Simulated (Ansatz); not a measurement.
**Ge, diamond: band edges under a change of volume**

How fast do the gaps move when the cell is scaled evenly? The geometries come from the semilocal relaxation.

Calculated with Ansatz 0.2.0, HSE06, PAW files of the set soft_1, cutoff 600 eV, Fermi–Dirac smearing 0.02 eV, k-mesh 6×6×6, no spin polarisation, no spin-orbit coupling.

Reference cell, relaxed at zero pressure with PBEsol (Fd-3m): a = 4.0133 Å, b = 4.0133 Å, c = 4.0133 Å, α = 60.00°, β = 60.00°, γ = 60.00°.

```
atom       x       y       z
  Ge  0.5000  0.5000  0.5000
  Ge  0.7500  0.7500  0.7500
```

Levels are read on the k-mesh and along lines from Γ to X = (0.5, 0, 0.5), L = (0.5, 0.5, 0.5), K = (0.375, 0.375, 0.75) and W = (0.5, 0.25, 0.75) in the reciprocal basis of this cell (the letters only name these points), and count from the highest filled level.

| ln(V/V0) | gap (eV) | direct gap at Γ (eV) | lowest empty along Γ–X (Γ left out) (eV) | lowest empty at L (eV) |
| --- | --- | --- | --- | --- |
| −0.0619 | 1.000 | 1.426 | 1.000 | 1.006 |
| −0.0408 | 0.926 | 1.201 | 1.030 | 0.926 |
| 0.0000 | 0.772 | 0.772 | 1.084 | 0.774 |
| 0.0198 | 0.567 | 0.567 | 1.107 | 0.703 |
| 0.0392 | 0.368 | 0.368 | 1.129 | 0.633 |
| 0.0583 | 0.174 | 0.174 | 1.148 | 0.567 |

**Question.** Fit the lowest empty level along Γ–X (Γ left out) and give it at ln(V/V0) = −0.0202, a row left out above.

A straight line through the 6 rows: the means are 0.002433 for ln(V/V0) and 1.083 for the level, Σ(Δx)² = 0.01079 and ΣΔxΔy = 0.01337, so the slope is 0.01337/0.01079 = 1.2391 and the intercept 1.083 − (1.2391)(0.002433) = 1.08.

The slope is the volume deformation potential of this gap, 1.24 eV, as a mean over the range. The line gives 1.055 eV. The run itself gives 1.058 eV, so the estimate misses by 0.003 eV; the fitted rows themselves lie up to 0.004 eV off the law.

The rows curve: the slope runs from 1.42 between the first two to 0.99 eV between the last two, so the line is a mean over the range.

The lowest empty level changes place along the table: along Γ–X (Γ left out) at −0.0619, at L at −0.0408, at Γ at 0.0000.

The gap is direct at Γ at ln(V/V0) = 0.0000, 0.0198, 0.0392 and 0.0583 and indirect in the other rows, though near the crossing two valleys lie within 0.01 eV of each other. Spin-orbit coupling, left out here, splits the valence top by 0.1 eV or more with such elements and lowers the gap.

[Logs are printed without paths, hosts, clocks, repeated set-up lines and the standing remarks that a program may print on its own settings, such as how far it seeks lower states.]
